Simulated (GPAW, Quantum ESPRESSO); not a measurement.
# Rh (Rhodium, Fm-3m): the Rh L₃ absorption edge, part 2 of 2

What does one-electron theory with a core hole give for the Rh L₃ edge of Rh (Rhodium, Fm-3m)?

GPAW 26.7.0; X-ray absorption from dipole matrix elements to empty bands, plane-wave PAW PBE.

So far. Step 2 (Ground state of the crystal): The mesh shows no gap, so the system is treated as a metal and the core electron is put at the Fermi level (neutral cell). Step 3 (Spectrum without a core hole, Rh atom 1): Main maxima below 30 eV (height): 0.6 eV (3.64), 15.6 eV (1.08), 22.4 eV (0.79) and 29.4 eV (1.00). At an L edge the dipole rule selects empty d (and weakly s) states on the absorber, and the strong line at the onset measures the empty part of its d band.

The database entry behind the starting cell differs from later determinations by our own check (an axis about 0.2 % short against later determinations), so it need not match the best structure at ambient conditions.

## 5. Spectrum with XCH, Rh atom 1

The holes are 6.0 Å apart. In GPAW the data set carries the hole's charge, so charge=0 means a charged cell and charge=-1 a neutral one. The excited electron is kept in the cell, where it fills the lowest empty states and screens the hole. After the field has converged, empty bands are computed with the density fixed and the dipole matrix elements are summed.

Input file xas.py:

```python
import numpy as np
from ase import Atoms
from ase.parallel import parprint, paropen
from gpaw import GPAW, PW, FermiDirac, Mixer, MixerDif, setup_paths
from gpaw.test import gen
setup_paths.insert(0, '.')
gen('Rh', name='fch2p', xcname='PBE', corehole=(2, 1, 1), write_xml=True)
from gpaw.mpi import world
world.barrier()

atoms = Atoms('Rh13',
    cell=[[-1.89785, 0, 5.69355],
     [0, 5.69355, 1.89785],
     [-5.69355, -1.89785, 0]],
    scaled_positions=[[0, 0, 0],
     [0.30769231, 0.07692308, 0.23076923],
     [0.07692308, 0.76923077, 0.30769231],
     [0.53846154, 0.38461538, 0.15384615],
     [0.15384615, 0.53846154, 0.61538462],
     [0.61538462, 0.15384615, 0.46153846],
     [0.76923077, 0.69230769, 0.07692308],
     [0.23076923, 0.30769231, 0.92307692],
     [0.38461538, 0.84615385, 0.53846154],
     [0.84615385, 0.46153846, 0.38461538],
     [0.46153846, 0.61538462, 0.84615385],
     [0.92307692, 0.23076923, 0.69230769],
     [0.69230769, 0.92307692, 0.76923077]],
    pbc=True)
atoms.calc = calc = GPAW(legacy_gpaw=True, mode=PW(500, force_complex_dtype=True), xc='PBE', setups={0: 'fch2p'},
    kpts={'size': (3, 3, 3), 'gamma': True}, occupations=FermiDirac(0.1),
    charge=-1, mixer=Mixer(0.1, 5, 50), maxiter=150,
    convergence={'density': 0.0001, 'eigenstates': 1e-6}, txt='scf.txt')
energy = atoms.get_potential_energy() + calc.get_reference_energy()
ef = calc.get_fermi_level()
out = dict(energy=energy, fermi=ef, forces=atoms.get_forces().tolist())
parprint(f'all-electron energy {energy:.4f} eV, Fermi level {ef:.4f} eV')
ev = np.array([[calc.get_eigenvalues(k, s) for k in range(len(calc.get_ibz_k_points()))] for s in range(calc.get_number_of_spins())])
out['homo'], out['lumo'], out['counts'] = ev[ev < ef].max(), ev[ev > ef].min(), sorted(set((ev < ef).sum((0, 2)).tolist()))
out['filled'] = (ev[:, 0] < ef).sum(1).tolist()

from ase.units import Ha
from gpaw.xas import dipole_matrix_elements
nb = int(calc.get_number_of_electrons() / 2) + 174
top, nb = nb, nb + 8 + nb // 12
nscf = calc.fixed_density(kpts={'size': (4, 4, 4), 'gamma': True}, nbands=nb,
    convergence={'bands': top, 'eigenstates': 1e-5}, maxiter=60, txt='nscf.txt')
cell = atoms.cell.array
ops = [cell.T @ U.T @ np.linalg.inv(cell.T) for U in nscf.wfs.kd.symmetry.op_scc]
E = np.arange(-6, 34, 0.1)
fwhm = np.interp(E, [4, 25], [2.13, 3.5])
Y, X, zero, highest = 0, 0, 1e9, 1e9
for spin in range(nscf.get_number_of_spins()):
    wfs = nscf.wfs
    A = dipole_matrix_elements(wfs.setups[0])
    eps = np.zeros((wfs.kd.nibzkpts, nb))
    d = np.zeros((3, A.shape[1], wfs.kd.nibzkpts, nb), complex)
    for kpt in wfs.kpt_u:
        if kpt.s == spin and 0 in kpt.P_ani:
            eps[kpt.k] = kpt.eps_n * Ha
            d[:, :, kpt.k] = (kpt.weight * wfs.nspins / 2) ** 0.5 * np.inner(A, kpt.P_ani[0])
    world.sum(eps)
    world.sum(d)
    T = np.einsum('amkn,bmkn->abkn', d, d.conj()).real
    T = sum(np.einsum('ai,ijkn,bj->abkn', R, T, R) for R in ops) / len(ops)
    empty = eps > ef
    zero, highest = min(zero, eps[empty].min()), min(highest, eps[:, top - 1].min())
    lines = [(eps, T, empty)] if spin == 0 else lines + [(eps, T, empty)]
for eps, T, empty in lines:
    f = np.einsum('aakn->akn', T).reshape(3, -1)
    x = eps.ravel() - zero
    w = np.interp(x, E, fwhm) / 2.35482
    g = np.exp(-0.5 * ((E[:, None] - x) / w) ** 2) / (w * (2 * np.pi) ** 0.5)
    Y = Y + (f * empty.ravel()) @ g.T
    X = X + (f * ~empty.ravel()) @ g.T
out.update(E=E.round(2).tolist(), xas=Y.tolist(), xes=X.tolist(), zero=zero, valid=highest - zero, nk=len(eps), nb=nb)
for i in range(0, len(E), 10):
    parprint(f'{E[i]:7.2f}', *(f'{v:10.3e}' for v in Y[:, i]))
import json
with paropen('out.json', 'w') as f:
    json.dump(out, f)
```

Run with:

```bash
$ OMP_NUM_THREADS=1 mpirun -n 4 gpaw python xas.py
```

Numbers of over 12 decimals in the logs are rounded to 6 here.

The log of the run:

```text
Input parameters:
  charge: -1
  convergence: {density: 0.0001,
                eigenstates: 1e-06}
  kpts: {gamma: True,
         size: (3, 3, 3)}
  maxiter: 150
  mixer: {backend: pulay,
          beta: 0.1,
          method: separate,
          nmaxold: 5,
          weight: 50}
  mode: {ecut: 500.0,
         force_complex_dtype: True,
         name: pw}
  occupations: {fixmagmom: False,
                name: fermi-dirac,
                width: 0.1}
  setups: {0: fch2p}
  xc: PBE

Initialize ...

[... PAW data sets ...]

Reference energy: -1688700.503414  # eV

Spin-paired calculation

[... convergence settings ...]
Symmetries present (total): 6
  [... symmetry matrices ...]

27 k-points: 3 x 3 x 3 Monkhorst-Pack grid
6 k-points in the irreducible part of the Brillouin zone
       k-points in crystal coordinates                weights
   0:     0.00000000    0.00000000    0.00000000          1/27
   1:     0.33333333   -0.33333333   -0.33333333          2/27
   2:     0.33333333    0.00000000   -0.33333333          6/27
   3:     0.33333333    0.00000000    0.00000000          6/27
   4:     0.33333333    0.33333333    0.00000000          6/27
   5:     0.33333333    0.33333333    0.33333333          6/27

Wave functions: Plane wave expansion
  Cutoff energy: 500.000 eV
  Number of coefficients (min, max): 4447, 4525
  Pulay-stress correction: 0.000000 eV/Ang^3 (de/decut=0.000000)
  Using FFTW library
  Wavefunction extrapolation:
    Improved wavefunction reuse through dual PAW basis

Occupation numbers: Fermi-Dirac:
  width: 0.1000  # eV

Eigensolver
   Davidson(niter=2)

Densities:
  Coarse grid: 32*32*32 grid
  Fine grid: 64*64*64 grid
  Total Charge: 0.000000

Density mixing:
  Method: separate
  Backend: pulay
  Linear mixing parameter: 0.1
  old densities: 5
  Width of damping distribution: 1.1
  Damping of long wavelength oscillations: 50

[... Hamiltonian set-up ...]
Number of atoms: 13
Number of atomic orbitals: 156
Number of bands in calculation: 122
Number of valence electrons: 196
Bands to converge: occupied

... initialized

Initializing position-dependent things.

Density initialized from atomic densities
Creating initial wave functions:
  122 bands from LCAO basis set

          Rh       Rh
             Rh
       Rh     Rh
        Rh        Rh
                   Rh
            Rh
             Rh
       Rh        Rh

                     Rh

Atomic positions and initial magnetic moments

Positions:
   0 Rh     0.000000    0.000000    0.000000    ( 0.0000,  0.0000,  0.0000)
   1 Rh    -1.897850    0.000000    1.897850    ( 0.0000,  0.0000,  0.0000)
   2 Rh    -1.897850    3.795700    1.897850    ( 0.0000,  0.0000,  0.0000)
   3 Rh    -1.897850    1.897850    3.795700    ( 0.0000,  0.0000,  0.0000)
   4 Rh    -3.795700    1.897850    1.897850    ( 0.0000,  0.0000,  0.0000)
   5 Rh    -3.795700   -0.000000    3.795700    ( 0.0000,  0.0000,  0.0000)
   6 Rh    -1.897850    3.795700    5.693550    ( 0.0000,  0.0000,  0.0000)
[...]
10 Rh    -5.693550    1.897850    3.795700    ( 0.0000,  0.0000,  0.0000)
  11 Rh    -5.693550   -0.000000    5.693550    ( 0.0000,  0.0000,  0.0000)
  12 Rh    -5.693550    3.795700    5.693550    ( 0.0000,  0.0000,  0.0000)

Unit cell:
           periodic     x           y           z      points  spacing
  1. axis:    yes   -1.897850    0.000000    5.693550    32     0.1616
  2. axis:    yes    0.000000    5.693550    1.897850    32     0.1616
  3. axis:    yes   -5.693550   -1.897850    0.000000    32     0.1616

  Lengths:   6.001529   6.001529   6.001529
  Angles:  107.457603  72.542397  72.542397

Effective grid spacing dv^(1/3) = 0.1757

iter:   1  -119.798755
iter:   2  -110.956904   -1.17  -1.32
iter:   3  -128.487526   -0.55  -1.41
iter:   4  -107.805496   -1.67  -1.52
iter:   5  -104.661519   -1.65  -1.90
iter:   6  -105.016782   -1.88  -2.17
iter:   7  -104.703851   -3.32  -2.01
iter:   8  -104.650746   -2.26  -2.11
iter:   9  -104.544173   -3.28  -2.66
iter:  10  -104.517708   -3.51  -2.92
iter:  11  -104.543803c  -3.56  -2.97
iter:  12  -104.513929c  -3.63  -2.99
iter:  13  -104.513651c  -5.07  -3.31
iter:  14  -104.512672c  -5.43  -3.35
iter:  15  -104.512648c  -6.01c -3.57
iter:  16  -104.512606c  -6.37c -3.66
iter:  17  -104.512463c  -5.57  -3.76
iter:  18  -104.512482c  -6.73c -4.35c

Converged after 18 iterations.

Dipole moment: (-0.000000, -0.000000, 0.000000) |e|*Ang

Energy contributions relative to reference atoms: (reference = -1688700.503414)

Kinetic:        +10.878595
Potential:      -37.413679
External:        +0.000000
XC:             -76.405340
Entropy (-ST):   -0.610107
Local:           -1.267004
SIC:             +0.000000
--------------------------
Free energy:   -104.817535
Extrapolated:  -104.512482

Showing only first 2 kpts
 Kpt  Band  Eigenvalues  Occupancy
  0    96     11.72913    1.34468
  0    97     11.73544    1.31659
  0    98     11.73544    1.31659
  0    99     11.88412    0.60685

  1    96     11.62829    1.69812
  1    97     11.62829    1.69812
  1    98     11.72385    1.36775
[...]
Fermi level: 11.80101

No gap
No difference between direct/indirect transitions

Forces in eV/Ang:
  0 Rh    0.00000    0.00000    0.00000
  1 Rh   -0.33527    0.06235    0.32406
  2 Rh   -0.32406   -0.33527    0.06235
  3 Rh    0.01821    0.27549   -0.21113
  4 Rh    0.27549   -0.21113   -0.01821
  5 Rh   -0.21113   -0.01821   -0.27549
  6 Rh   -0.06235   -0.32406   -0.33527
[...]
10 Rh   -0.01821   -0.27549    0.21113
 11 Rh    0.32406    0.33527   -0.06235
 12 Rh    0.33527   -0.06235   -0.32406
Scalar-relativistic atomic PBE calculation for Rh (Rhodium, Z=45)
Core hole in 2p state (2p occupation: 5.0)
750 radial gridpoints.
|------------------------------------------------|
|------------------------------------------------|
[... the atom generator's iteration count ...]

Energy contributions:
-------------------------
Kinetic:    +4835.338849
XC:          -133.842923
Potential:  -9371.773996
-------------------------
Total:      -4670.278070

state      eigenvalue         ekin         rmax
-----------------------------------------------
1s^2.0 :  -852.461946  1074.615022        0.021
2s^2.0 :  -126.585692   223.173303        0.119
2p^5.0 :  -114.377278   213.721231        0.095
3s^2.0 :   -23.411259    62.145578        0.347
3p^6.0 :   -19.278965    57.953541        0.339
3d^10.0:   -12.642219    52.890634        0.283
4s^2.0 :    -3.613408    15.397503        0.861
4p^6.0 :    -2.406738    12.844832        0.915
4d^8.0 :    -0.670359     7.561559        1.071
5s^1.0 :    -0.448112     1.880827        2.402
5p^0.0 :    -0.262940     1.098708        3.012
-----------------------------------------------
(units: Bohr and Hartree)

Generating PAW setup
Kinetic energy of the core from tauc = 4804.579121
Cutoffs:
rc(s)=2.400
rc(p)=2.610
rc(d)=2.350
rc(vbar)=2.390
rc(comp)=2.290
rc(nct)=2.610

Kinetic energy of the core states: 4695.896552
Charge: 1.0
Core electrons: 29.0
Valence electrons: 15.0
Pseudo-core charge: 0.066325
Shape function alpha=1.907
Pseudo-electron charge 4.822666
state    eigenvalue         norm
--------------------------------
5s(1) :    -0.448112     1.049459
*s    :     0.551888
4p(6) :    -2.406738     0.092541
5p(0) :    -0.262940     1.008679
4d(8) :    -0.670359     0.393955
*d    :     0.329641
--------------------------------

Diagonalizing with gridspacing h=0.050

state   all-electron     PAW
-------------------------------
5s:      -0.448112    -0.448351
4p:      -2.406738    -2.406896
4d:      -0.670359    -0.671209
*f:                   -0.023813
-------------------------------
all-electron energy -1688805.0159 eV, Fermi level 11.8010 eV
[...]
31.00  5.703e-06  5.703e-06  5.703e-06
  32.00  4.568e-06  4.568e-06  4.568e-06
  33.00  3.637e-06  3.637e-06  3.637e-06
```

It took 3.3 min on 4 MPI ranks of Arm Neoverse V2, shared host; peak memory 0.5 GiB.

The Rh L₃ spectrum, Rh atom 1, excited-electron core hole (neutral cell) (energy from the lowest empty level; intensity scaled to a mean of 1 over the first 20 eV):

```csv
E (eV),intensity
-2.0,0.11
-1.5,0.39
-1.0,0.97
-0.5,1.85
0.0,2.68
0.5,2.94
1.0,2.57
1.5,1.85
2.0,1.25
2.5,0.92
3.0,0.78
3.5,0.74
4.0,0.73
4.5,0.71
5.0,0.66
5.5,0.58
6.0,0.52
6.5,0.49
7.0,0.50
7.5,0.55
8.0,0.63
8.5,0.71
9.0,0.77
9.5,0.79
10.0,0.79
10.5,0.79
11.0,0.81
11.5,0.88
12.0,0.98
12.5,1.07
13.0,1.14
13.5,1.18
14.0,1.19
14.5,1.21
15.0,1.22
15.5,1.22
16.0,1.21
16.5,1.16
17.0,1.09
17.5,0.99
18.0,0.88
18.5,0.77
19.0,0.68
19.5,0.63
20.0,0.62
20.5,0.67
21.0,0.74
21.5,0.83
22.0,0.89
22.5,0.92
23.0,0.89
23.5,0.83
24.0,0.75
24.5,0.67
25.0,0.63
25.5,0.63
26.0,0.67
26.5,0.74
27.0,0.83
27.5,0.93
28.0,1.02
28.5,1.09
29.0,1.13
29.5,1.14
30.0,1.11
30.5,1.05
31.0,0.97
31.5,0.87
32.0,0.78
```

Main maxima below 30 eV (height): 0.4 eV (2.96), 15.4 eV (1.22), 22.4 eV (0.92) and 29.4 eV (1.14). 

## 6. With and without the hole

Both curves are counted from their own zero, so only the shift of weight within the empty states shows.

```csv
E (eV),no hole,XCH
-2.0,0.12,0.11
-1.0,1.12,0.97
0.0,3.22,2.68
1.0,3.27,2.57
2.0,1.67,1.25
3.0,0.83,0.78
4.0,0.74,0.73
5.0,0.68,0.66
6.0,0.47,0.52
7.0,0.46,0.50
8.0,0.58,0.63
9.0,0.70,0.77
10.0,0.70,0.79
11.0,0.71,0.81
12.0,0.84,0.98
13.0,0.98,1.14
14.0,1.04,1.19
15.0,1.07,1.22
16.0,1.07,1.21
17.0,0.97,1.09
18.0,0.78,0.88
19.0,0.60,0.68
20.0,0.55,0.62
21.0,0.65,0.74
22.0,0.77,0.89
23.0,0.77,0.89
24.0,0.64,0.75
25.0,0.54,0.63
26.0,0.57,0.67
27.0,0.71,0.83
28.0,0.88,1.02
29.0,0.99,1.13
30.0,0.98,1.11
31.0,0.88,0.97
32.0,0.73,0.78
```

With each curve scaled to its own mean, the area from −2 to 6 eV with the hole is 10.0 against 11.9, and the centre of weight from −1 to 20 eV moves by +1.0 eV (first and strongest maxima below 20 eV: 0.6 eV (3.64) and 15.6 eV (1.08) without the hole, 0.4 eV (2.96) and 15.4 eV (1.22) with it): the near-edge weight falls against the higher-lying part.

## 7. Runs not followed above

These runs aren't followed: redraws of a spectrum that repeat one shown, runs with a planted fault or a state judged unsound, or a program's part that gave no sound spectrum.

| program | step | status | elapsed |
| --- | --- | --- | --- |
| Quantum ESPRESSO | ground state | converged | 2.7 s |
| Quantum ESPRESSO | no core hole | converged | 51 s |
| Quantum ESPRESSO | no core hole, redrawn | converged | 36 s |
| Quantum ESPRESSO | supercell ground state | timeout | 8.6 min |
| Quantum ESPRESSO | core-hole potential | converged | 0.78 s |
| Quantum ESPRESSO | supercell with XCH | timeout | 10 min |
| Quantum ESPRESSO | supercell with XCH | timeout | 6.2 min |

## 8. Summary of results

```yaml
absorber_and_edge: Rh L₃, atom 1 of the ground-state input (counted from 1)
surroundings: 12 Rh at 2.68 Å (cuboctahedral, site symmetry m-3m)
highest_intensity_below_24_ev: 0.4 eV above the zero, height 2.96
```

In words: The Rh L₃ edge of atom 1, with 12 Rh at 2.68 Å (cuboctahedral, site symmetry m-3m), has its highest intensity of the first 24 eV at 0.4 eV above the zero, 3.0 times the mean level of the first 20 eV (Gaussian full width 2.13 eV up to 4 eV, rising linearly to 3.5 eV at 25 eV). With each curve scaled to its own mean, the area from −2 to 6 eV with the hole is 10.0 against 11.9, and the centre of weight from −1 to 20 eV moves by +1.0 eV (first and strongest maxima below 20 eV: 0.6 eV (3.64) and 15.6 eV (1.08) without the hole, 0.4 eV (2.96) and 15.4 eV (1.22) with it): the near-edge weight falls against the higher-lying part. The same cell was also set up in Quantum ESPRESSO; that part failed, was judged unsound or used a data set known to give false states; its runs are listed without their results. 1 further run of this session is left out of this account as redundant. Only the L₃ part is meant: spin–orbit coupling of the core level isn't computed and the L₂ copy isn't added. The script folds with a Gaussian, whereas the core hole's own line is a Lorentzian, so the onset is too steep and the first peak too high. The holes are only 6.0 Å apart, so the shape is probably not converged with cell size; no larger cell was run here. The structure is a published determination, not relaxed.

[Banner, clock and machine lines of the logs are left out without a mark of their own.]

[Logs are printed without paths, hosts, clocks, repeated set-up lines and the standing remarks that a program may print on its own settings, such as how far it seeks lower states.]

[Hosts, paths, dates, database ids (printed as entryN), source tags and the programs' standing remarks are cut or masked in the printed files.]

[Lists of maxima count a maximum above −3 eV only where it reaches 4 % of the highest in the window and stands out from its surroundings by 2 % of it (1.5 % where it reaches 55 %); shoulders and weaker maxima are passed over, and of the rest the first, up to two pre-edge ones and the few strongest are named.]
